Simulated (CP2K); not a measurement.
Two runs for the C K edge of chloroethane. Run A: CP2K XAS_TDP, all-electron GAPW, PBEh(45%), aug-pc-1, TDA, no relativity. Run B differs in one setting.

First lines with a strength over 0.0015. A:

| atom | energy (eV) | states | strength, one atom |
| --- | --- | --- | --- |
| C1 (bonded to C and 3 H) | 283.53 | 1 | 0.0077 |
|  | 284.21 | 1 | 0.0081 |
|  | 284.40 | 1 | 0.0129 |
|  | 284.46 | 1 | 0.0185 |
|  | 284.86 | 1 | 0.0019 |
| C2 (bonded to C, Cl and 2 H) | 283.07 | 1 | 0.0636 |
|  | 285.12 | 1 | 0.0106 |
|  | 285.77 | 1 | 0.0249 |
|  | 287.21 | 1 | 0.0045 |
|  | 287.66 | 1 | 0.0127 |

B:

| atom | energy (eV) | states | strength, one atom |
| --- | --- | --- | --- |
| C1 (bonded to C and 3 H) | 288.25 | 1 | 0.0132 |
|  | 288.86 | 1 | 0.0339 |
|  | 289.07 | 1 | 0.0357 |
|  | 289.30 | 1 | 0.0036 |
|  | 290.39 | 1 | 0.0060 |
| C2 (bonded to C, Cl and 2 H) | 286.83 | 1 | 0.0734 |
|  | 289.83 | 1 | 0.0157 |
|  | 290.30 | 1 | 0.0400 |
|  | 291.35 | 1 | 0.0036 |
|  | 292.32 | 2 | 0.0139 |

Q: Which was it: GW2X switched on, the functional, the basis, scalar relativity switched on?

The functional (functional from PBEh(45%) to PBEh(60%); the lines alone don't name the new value). A functional moves all lines by electronvolts and changes their spacings and strengths. Against PBEh(45%) in aug-pc-1, the leading lines move by +4.72 eV (C1, to 288.25) and +3.76 eV (C2, to 286.83); the strength of C1's goes from 0.0077 to 0.0132. The next line of C1 over the strength cut lies 0.61 eV higher, against 0.68.

[Hosts, paths, dates, database ids (printed as entryN), source tags and the programs' standing remarks are cut or masked in the printed files.]
